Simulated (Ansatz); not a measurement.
# GaAs wire along [110], 36 atoms a period, H-terminated: bands by functional and under strain

What gap, if any, does the GaAs wire along [110], 36 atoms a period, H-terminated have, and how does it change with the functional and under strain?

Method: DFT PBE, plane waves, PAW; relaxation of a wire's period; PAW set soft_1, in the first sound run; inputs show where later runs differ, in Ansatz 0.2.0.

**1. Starting point**

The cell holds 56 atoms: 20 H, 18 Ga and 18 As. Its edges and angles: a = 24.420 Å, b = 23.611 Å, c = 4.066 Å, α = 90.0°, β = 90.0°, γ = 90.0°. Vacuum lies along a and b. The structure's axis is c.

**2. Relaxing the period**

Band widths follow the bond lengths, so the wire is relaxed first. The atoms and the third cell vector are free; the box across stays fixed as vacuum. A Fermi-Dirac smearing is set since the result may be a metal. The pressure printed is a third of the stress's trace over the whole box, vacuum included; only the stress along the axis is relaxed.

Contents of input.yaml:

```yaml
crystal:
  lattice:
    - [24.42, 0.0, 0.0]
    - [0.0, 23.611, 0.0]
    - [0.0, 0.0, 4.0658639918]
  atoms:
    - { symbol: H, position: [0.197386548, 0.402303841, 0.0] }
    - { symbol: Ga, position: [0.234741725, 0.456942128, 0.0] }
    - { symbol: As, position: [0.411338776, 0.198638965, 0.0] }
    - { symbol: As, position: [0.411338776, 0.370841074, 0.0] }
    - { symbol: H, position: [0.432849283, 0.855984633, 0.0] }
    - { symbol: H, position: [0.447984678, 0.145038113, 0.0] }
    - { symbol: Ga, position: [0.47020446, 0.284740019, 0.0] }
    - { symbol: Ga, position: [0.47020446, 0.456942128, 0.0] }
    - { symbol: As, position: [0.646801512, 0.198638965, 0.0] }
    - { symbol: As, position: [0.646801512, 0.370841074, 0.0] }
    - { symbol: H, position: [0.683447413, 0.145038113, 0.0] }
    - { symbol: Ga, position: [0.705667196, 0.284740019, 0.0] }
    - { symbol: Ga, position: [0.705667196, 0.456942128, 0.0] }
    - { symbol: H, position: [0.86075374, 0.543043182, 0.182708374] }
    - { symbol: H, position: [0.256961507, 0.284740019, 0.188732898] }
    - { symbol: H, position: [0.139230139, 0.543043182, 0.311267102] }
    - { symbol: H, position: [0.743022373, 0.284740019, 0.317291626] }
    - { symbol: As, position: [0.293607409, 0.284740019, 0.5] }
    - { symbol: As, position: [0.293607409, 0.629144237, 0.5] }
    - { symbol: As, position: [0.293607409, 0.456942128, 0.5] }
    - { symbol: H, position: [0.315117915, 0.144000678, 0.5] }
    - { symbol: H, position: [0.315117915, 0.769883578, 0.5] }
    - { symbol: Ga, position: [0.352473092, 0.198638965, 0.5] }
    - { symbol: Ga, position: [0.352473092, 0.370841074, 0.5] }
    - { symbol: Ga, position: [0.352473092, 0.543043182, 0.5] }
    - { symbol: Ga, position: [0.352473092, 0.715245291, 0.5] }
    - { symbol: As, position: [0.529070144, 0.284740019, 0.5] }
    - { symbol: As, position: [0.529070144, 0.629144237, 0.5] }
    - { symbol: As, position: [0.529070144, 0.456942128, 0.5] }
    - { symbol: As, position: [0.529070144, 0.801346346, 0.5] }
    - { symbol: H, position: [0.550580651, 0.144000678, 0.5] }
    - { symbol: H, position: [0.565716046, 0.854947197, 0.5] }
    - { symbol: Ga, position: [0.587935828, 0.198638965, 0.5] }
    - { symbol: Ga, position: [0.587935828, 0.370841074, 0.5] }
    - { symbol: Ga, position: [0.587935828, 0.543043182, 0.5] }
    - { symbol: Ga, position: [0.587935828, 0.715245291, 0.5] }
    - { symbol: As, position: [0.764532879, 0.629144237, 0.5] }
    - { symbol: As, position: [0.764532879, 0.456942128, 0.5] }
    - { symbol: H, position: [0.801178781, 0.682745088, 0.5] }
    - { symbol: H, position: [0.801178781, 0.403341277, 0.5] }
    - { symbol: Ga, position: [0.823398563, 0.543043182, 0.5] }
    - { symbol: H, position: [0.743022373, 0.284740019, 0.682708374] }
    - { symbol: H, position: [0.139230139, 0.543043182, 0.688732898] }
    - { symbol: H, position: [0.256961507, 0.284740019, 0.811267102] }
    - { symbol: H, position: [0.86075374, 0.543043182, 0.817291626] }
    - { symbol: As, position: [0.175876041, 0.543043182, 0.0] }
    - { symbol: H, position: [0.197386548, 0.683782524, 0.0] }
    - { symbol: Ga, position: [0.234741725, 0.629144237, 0.0] }
    - { symbol: As, position: [0.411338776, 0.543043182, 0.0] }
    - { symbol: As, position: [0.411338776, 0.715245291, 0.0] }
    - { symbol: Ga, position: [0.47020446, 0.629144237, 0.0] }
    - { symbol: Ga, position: [0.47020446, 0.801346346, 0.0] }
    - { symbol: As, position: [0.646801512, 0.543043182, 0.0] }
    - { symbol: As, position: [0.646801512, 0.715245291, 0.0] }
    - { symbol: H, position: [0.683447413, 0.768846143, 0.0] }
    - { symbol: Ga, position: [0.705667196, 0.629144237, 0.0] }
kpoints:
  mp_grid: { grid: [1, 1, 20] }
scf:
  occupations: { method: fermi_dirac, width: 0.05 }
hamiltonian:
  xc: pbe
  pseudopotentials: { kind: paw, azcp: { folder: soft_1 } }
relax:
  cell: { fix: [a, b, alpha, beta, gamma] }
  max_steps: 45
  f_tol: 0.03
```

Run with:

```sh
$ ansatz run input.yaml --threads 16 --pin off --max-ram 61440MiB --backend cuda --events-out ev --progress --plain --runs-dir out --max-vram 78GiB
```

Numbers of over 12 decimals in the logs are rounded to 6 here.

Log:

```text
Engine: ansatz 0.2.0, aarch64-unknown-linux-gnu
Pseudopotentials: kind: paw
Pseudopotential: H, paw, valence charge 1, recommended cutoff 420 eV (normal), soft_1/H.paw.azcp
Pseudopotential: Ga, paw, valence charge 13, recommended cutoff 420 eV (normal), soft_1/Ga.paw.azcp
Pseudopotential: As, paw, valence charge 15, recommended cutoff 420 eV (normal), soft_1/As.paw.azcp
Functional definition: PBE
  parameter kappa = 0.804
  parameter beta = 0.066725
  exchange = pbe_x(kappa = kappa, mu = beta*pi^2/3)
  correlation = pbe_c(beta = beta)
[...]
Crystal: 56 atoms, lattice volume = 2344.298 Å³
Basis set: ecut = 420 eV, 45791 PW (Γ), exchange–correlation on 360×320×60 points (8 copies of the dense FFT grid, shifted against one another)
Bands: 318, of which v1, the nominal top of the filled ones, is band 262 counted from 1 (261 counted from 0)
Symmetry: 2 space group operations
Space group: Pm (ITA 6), of the structure as read, at distance tolerance 1.3e-4 Å
k-points: 11 of 20
Non-local potential: H, projectors of the file, l = 0: 2, l = 1: 1
Non-local potential: Ga, projectors of the file, l = 0: 2, l = 1: 2, l = 2: 3, l = 3: 1
Non-local potential: As, projectors of the file, l = 0: 2, l = 1: 2, l = 2: 3, l = 3: 1
PAW form: soft (Blöchl's): semilocal exchange-correlation on the pseudo side does not see the compensation charge
PAW one-centre angular grid: H, 110 points (default); XC on 64 Gauss nodes
PAW one-centre angular grid: Ga, 590 points (default); XC on 64 Gauss nodes
PAW one-centre angular grid: As, 590 points (default); XC on 64 Gauss nodes
Initial density: superposition of atomic densities (neutral atoms: chi_scale 0, normalization atom)
Initial wavefunctions: pseudopotential atomic-orbital guess
[...]
Functional: x = pbe(κ = 0.804, μ = 0.219515), c = pbe(β = 0.066725)
SCF iter   1: F=—  HF=-155833.490754 eV  |F-HF|=—  |Δ(HF+E_count)|=         —  Δρ=3.34e-2  dr2=2.77e1  ethr=3.10e-3  ⟨swp⟩=5.8  Hψ=13535  notcnv=0  defer=202
preconditioner: auto → Resta (q_TF=auto, 2.125 Å⁻¹)  ε∞=2.1  [insulator: Δε(μ)=1.299 eV  Ē_g=13.622 eV  σ=0.050 eV  W_gap=1.00  n_scr=396 (ndim 8)  ℏωp=14.2 eV  f_vac=0.533  D(μ)=0.00/eV (n_scr^D=0)  ε∞_Penn≈2.1  vacuum switching on, ρ_ref=1.3e-2 e/Å³]
SCF iter   2: F=—  HF=-155827.281941 eV  |F-HF|=—  |Δ(HF+E_count)|=    6.21e0  Δρ=1.57e-2  dr2=8.19e0  ethr=3.10e-3  ⟨swp⟩=3.0  Hψ=4798  notcnv=0  defer=530
preconditioner: auto → LDOS  [metal: Δε(μ)=0.049 eV  Ē_g=13.897 eV  σ=0.050 eV  W_gap=0.23  n_scr=396 (ndim 8)  ℏωp=14.2 eV  f_vac=0.542  D(μ)=3.29/eV (n_scr^D=8)  β→1.0]
SCF iter   3: F=—  HF=-155826.716264 eV  |F-HF|=—  |Δ(HF+E_count)|=   5.66e-1  Δρ=5.02e-3  dr2=4.61e0  ethr=1.56e-3  ⟨swp⟩=3.0  Hψ=5076  notcnv=0  defer=436
[...]
SCF iter  15: F=-155825.972711 eV  HF=-155825.972711 eV  |F-HF|=2.72e-7  |Δ(HF+E_count)|=   3.16e-7  Δρ=1.60e-6  dr2=4.87e-8  ethr=1.91e-11  ⟨swp⟩=4.0  Hψ=9737  notcnv=0
SCF 1 converged in 15 iterations: F = -155825.972711 eV  dr2 = 4.87e-8
  greatest PAW one-centre occupation: 0.999 electrons in one spin orbital (limit 2), on the As atom at site 45 (counted from 0), in its partial waves of l = 2
relax step   1: F+E_penalty+E_count = -155825.97271105 eV  Δ(F+E_penalty+E_count) = +0.000e0 eV  max|allowed force component| = 1.284e0 eV/Å  Δτ_max = 0.0000 Å  P = -0.037 GPa  Ω = 2344.298 Å³  fix = [a, b, alpha, beta, gamma]  reactions: a -0.232, b -0.303 GPa; gamma -0.012 GPa/rad  (15 SCF iters, dr2 threshold 1.00e-7 eV, accepted)
[...]
Crystal: 56 atoms, lattice volume = 2377.219 Å³
Basis set: ecut = 420 eV, 46363 PW (Γ), exchange–correlation on 360×320×60 points (8 copies of the dense FFT grid, shifted against one another)
[...]
iter 1 solved again at ethr=2.10e-4 eV; its pass at ethr=3.10e-3 eV (dr2=1.10e0 eV) is discarded
[...]
SCF iter   9: F=-155827.176134 eV  HF=-155827.176135 eV  |F-HF|=3.06e-7  |Δ(HF+E_count)|=   7.78e-7  Δρ=5.89e-6  dr2=1.70e-6  ethr=1.07e-9  ⟨swp⟩=2.6  Hψ=10158  notcnv=0
SCF 2 converged in 9 iterations: F = -155827.176134 eV  dr2 = 1.70e-6
relax step   2: F+E_penalty+E_count = -155827.17613436 eV  Δ(F+E_penalty+E_count) = -1.203e0 eV  max|allowed force component| = 5.973e-1 eV/Å  Δτ_max = 0.1947 Å  P = -0.174 GPa  Ω = 2377.219 Å³  energy of the carried Pulay correction = -4.991e-3 eV  fix = [a, b, alpha, beta, gamma]  reactions: a -0.321, b -0.070 GPa; gamma +0.114 GPa/rad  (9 SCF iters, dr2 threshold 5.60e-6 eV, accepted)
[...]
relax step   3: F+E_penalty+E_count = -155827.30729900 eV  Δ(F+E_penalty+E_count) = -1.312e-1 eV  max|allowed force component| = 2.678e-1 eV/Å  Δτ_max = 0.1272 Å  P = -0.052 GPa  Ω = 2387.127 Å³  energy of the carried Pulay correction = -6.480e-3 eV  fix = [a, b, alpha, beta, gamma]  reactions: a -0.059, b -0.012 GPa; gamma -0.009 GPa/rad  (8 SCF iters, dr2 threshold 5.60e-6 eV, accepted)
[...]
relax step   4: F+E_penalty+E_count = -155827.32638241 eV  Δ(F+E_penalty+E_count) = -1.908e-2 eV  max|allowed force component| = 1.283e-1 eV/Å  Δτ_max = 0.1025 Å  P = +0.021 GPa  Ω = 2381.948 Å³  energy of the carried Pulay correction = -5.703e-3 eV  fix = [a, b, alpha, beta, gamma]  reactions: a +0.003, b +0.011 GPa; gamma +0.002 GPa/rad  (7 SCF iters, dr2 threshold 4.48e-6 eV, accepted)
[...]
relax step   5: F+E_penalty+E_count = -155827.32952710 eV  Δ(F+E_penalty+E_count) = -3.145e-3 eV  max|allowed force component| = 9.068e-2 eV/Å  Δτ_max = 0.0477 Å  P = -0.012 GPa  Ω = 2387.187 Å³  energy of the carried Pulay correction = -6.489e-3 eV  fix = [a, b, alpha, beta, gamma]  reactions: a -0.007, b -0.011 GPa; gamma +0.004 GPa/rad  (7 SCF iters, dr2 threshold 1.03e-6 eV, accepted)
[...]
relax step   6: F+E_penalty+E_count = -155827.33366428 eV  Δ(F+E_penalty+E_count) = -4.137e-3 eV  max|allowed force component| = 3.046e-2 eV/Å  Δτ_max = 0.0315 Å  P = -0.001 GPa  Ω = 2384.534 Å³  energy of the carried Pulay correction = -6.091e-3 eV  fix = [a, b, alpha, beta, gamma]  reactions: a -0.006, b -0.002 GPa; gamma +0.001 GPa/rad  (7 SCF iters, dr2 threshold 5.14e-7 eV, accepted)
[...]
relax step   7: F+E_penalty+E_count = -155827.33392056 eV  Δ(F+E_penalty+E_count) = -2.563e-4 eV  max|allowed force component| = 4.490e-3 eV/Å  Δτ_max = 0.0117 Å  P = -0.003 GPa  Ω = 2385.420 Å³  energy of the carried Pulay correction = -6.224e-3 eV  fix = [a, b, alpha, beta, gamma]  reactions: a -0.004, b -0.002 GPa; gamma +0.000 GPa/rad  (7 SCF iters, dr2 threshold 5.80e-8 eV, accepted)
[...]
relax step   8: F+E_penalty+E_count = -155827.34062709 eV  Δ(F+E_penalty+E_count) = -6.707e-3 eV  max|allowed force component| = 4.463e-3 eV/Å  Δτ_max = 0.0000 Å  P = -0.001 GPa  Ω = 2385.420 Å³  fix = [a, b, alpha, beta, gamma]  reactions: a -0.003, b -0.001 GPa; gamma +0.000 GPa/rad  stress off target by 1.05e-3 GPa on what of the cell is left free  SCF on the basis re-selected at this cell (its energy is not comparable with the rows above)  (8 SCF iters)
[...]
--- Relaxed structure (7 steps of the walk, 7 accepted, 1 SCFs on fresh bases) ---
  F+E_penalty+E_count = -155827.34062709 eV   max|allowed force component| = 4.463e-3 eV/Å   (the final SCF, on the basis selected at the relaxed cell)
  cell:  # Å, volume = 2385.4202 Å³
    - [24.42, 0, 0.0]
    - [0, 23.611, 0.0]
    - [0.0, 0.0, 4.137184]
  atoms:
    - { symbol: H, position: [0.198247, 0.397725, 0] }
    - { symbol: Ga, position: [0.237348, 0.450424, 0] }
    - { symbol: As, position: [0.409920, 0.203633, 0] }
    - { symbol: As, position: [0.413386, 0.372411, 0] }
    - { symbol: H, position: [0.433120, 0.861199, 0] }
    - { symbol: H, position: [0.446683, 0.151566, 0] }
    - { symbol: Ga, position: [0.474233, 0.287348, 0] }
    - { symbol: Ga, position: [0.471647, 0.459916, 0] }
    - { symbol: As, position: [0.642533, 0.206017, 0] }
    - { symbol: As, position: [0.646785, 0.367507, 0] }
    - { symbol: H, position: [0.675167, 0.150800, 0] }
    - { symbol: Ga, position: [0.712716, 0.284186, 0] }
    - { symbol: Ga, position: [0.702395, 0.454504, 0] }
    - { symbol: H, position: [0.862220, 0.541271, 0.174153] }
    - { symbol: H, position: [0.262681, 0.284622, 0.228818] }
    - { symbol: H, position: [0.145844, 0.541749, 0.271417] }
    - { symbol: H, position: [0.744100, 0.284918, 0.323651] }
    - { symbol: As, position: [0.304619, 0.284433, 0.5] }
    - { symbol: As, position: [0.294798, 0.632066, 0.5] }
    - { symbol: As, position: [0.294271, 0.459086, 0.5] }
    - { symbol: H, position: [0.313393, 0.139112, 0.5] }
    - { symbol: H, position: [0.314258, 0.774162, 0.5] }
    - { symbol: Ga, position: [0.354061, 0.190155, 0.5] }
    - { symbol: Ga, position: [0.356889, 0.377625, 0.5] }
    - { symbol: Ga, position: [0.352888, 0.546268, 0.5] }
    - { symbol: Ga, position: [0.351814, 0.720275, 0.5] }
    - { symbol: As, position: [0.530399, 0.284531, 0.5] }
    - { symbol: As, position: [0.526656, 0.628474, 0.5] }
    - { symbol: As, position: [0.528933, 0.456697, 0.5] }
    - { symbol: As, position: [0.523572, 0.796932, 0.5] }
    - { symbol: H, position: [0.547307, 0.141680, 0.5] }
    - { symbol: H, position: [0.561989, 0.847892, 0.5] }
    - { symbol: Ga, position: [0.586263, 0.194758, 0.5] }
    - { symbol: Ga, position: [0.589883, 0.370921, 0.5] }
    - { symbol: Ga, position: [0.586668, 0.543181, 0.5] }
    - { symbol: Ga, position: [0.584529, 0.713979, 0.5] }
    - { symbol: As, position: [0.762075, 0.620494, 0.5] }
    - { symbol: As, position: [0.759600, 0.463062, 0.5] }
    - { symbol: H, position: [0.793014, 0.676669, 0.5] }
    - { symbol: H, position: [0.790891, 0.407167, 0.5] }
    - { symbol: Ga, position: [0.831582, 0.539794, 0.5] }
    - { symbol: H, position: [0.744100, 0.284918, 0.676349] }
    - { symbol: H, position: [0.145844, 0.541749, 0.728583] }
    - { symbol: H, position: [0.262681, 0.284622, 0.771182] }
    - { symbol: H, position: [0.862220, 0.541271, 0.825847] }
    - { symbol: As, position: [0.187797, 0.543497, 0] }
    - { symbol: H, position: [0.194471, 0.686745, 0] }
    - { symbol: Ga, position: [0.237923, 0.638075, 0] }
    - { symbol: As, position: [0.410693, 0.544543, 0] }
    - { symbol: As, position: [0.409857, 0.716813, 0] }
    - { symbol: Ga, position: [0.468368, 0.631826, 0] }
    - { symbol: Ga, position: [0.465706, 0.804130, 0] }
    - { symbol: As, position: [0.644382, 0.541976, 0] }
    - { symbol: As, position: [0.642118, 0.709026, 0] }
    - { symbol: H, position: [0.677469, 0.762340, 0] }
    - { symbol: Ga, position: [0.705264, 0.625636, 0] }
```

The job ended after 38 s (1 × NVIDIA GB200 with 16 threads of Arm Neoverse V2, shared host; peak memory 2 GiB; 4.3 min of CPU time).

Relaxation path:

| step | energy less that of the first step (eV) | largest force component (eV/Å) | pressure (GPa) | volume (Å³) |
| --- | --- | --- | --- | --- |
| 1 | 0.0000 | 1.2837 | -0.04 | 2344.30 |
| 2 | -1.2034 | 0.5973 | -0.17 | 2377.22 |
| 3 | -1.3346 | 0.2678 | -0.05 | 2387.13 |
| 4 | -1.3537 | 0.1283 | 0.02 | 2381.95 |
| 5 | -1.3568 | 0.0907 | -0.01 | 2387.19 |
| 6 | -1.3610 | 0.0305 | 0.00 | 2384.53 |
| 7 | -1.3612 | 0.0045 | 0.00 | 2385.42 |
| 8 | -1.3679 | 0.0045 | 0.00 | 2385.42 |

The log counts 1 steps on a newly chosen plane-wave basis, not all of them marked here; energy and pressure can jump at such steps.

Forces are held to the 2 operations that the run works with; a distortion that breaks them can't arise in this run.

| cell as run | before | after | change |
| --- | --- | --- | --- |
| c (Å) | 4.066 | 4.137 | +1.8 % |

The atoms that moved most (Å, along periodic axes as changes of fractional coordinates times the final cell, across vacuum about the mean position):

| atom | dx | dy | dz | length |
| --- | --- | --- | --- | --- |
| As46 | 0.291 | 0.011 | 0.000 | 0.291 |
| As18 | 0.269 | -0.007 | 0.000 | 0.269 |
| H40 | -0.251 | 0.090 | 0.000 | 0.267 |
| H39 | -0.199 | -0.143 | 0.000 | 0.246 |
| H11 | -0.202 | 0.136 | 0.000 | 0.244 |
| H16 | 0.162 | -0.031 | -0.165 | 0.233 |
| H43 | 0.162 | -0.031 | 0.165 | 0.233 |
| Ga48 | 0.078 | 0.211 | 0.000 | 0.225 |

This step gave:

* energy at zero smearing: -155827.3405 eV
* cell length along the wire: 4.137 Å

The cell's length comes to 4.137 Å with spin left out.

[end of part 1 of 3]

[Logs are printed without paths, hosts, clocks, repeated set-up lines and the standing remarks that a program may print on its own settings, such as how far it seeks lower states.]

[Hosts, paths, dates, database ids (printed as entryN), source tags and the programs' standing remarks are cut or masked in the printed files.]
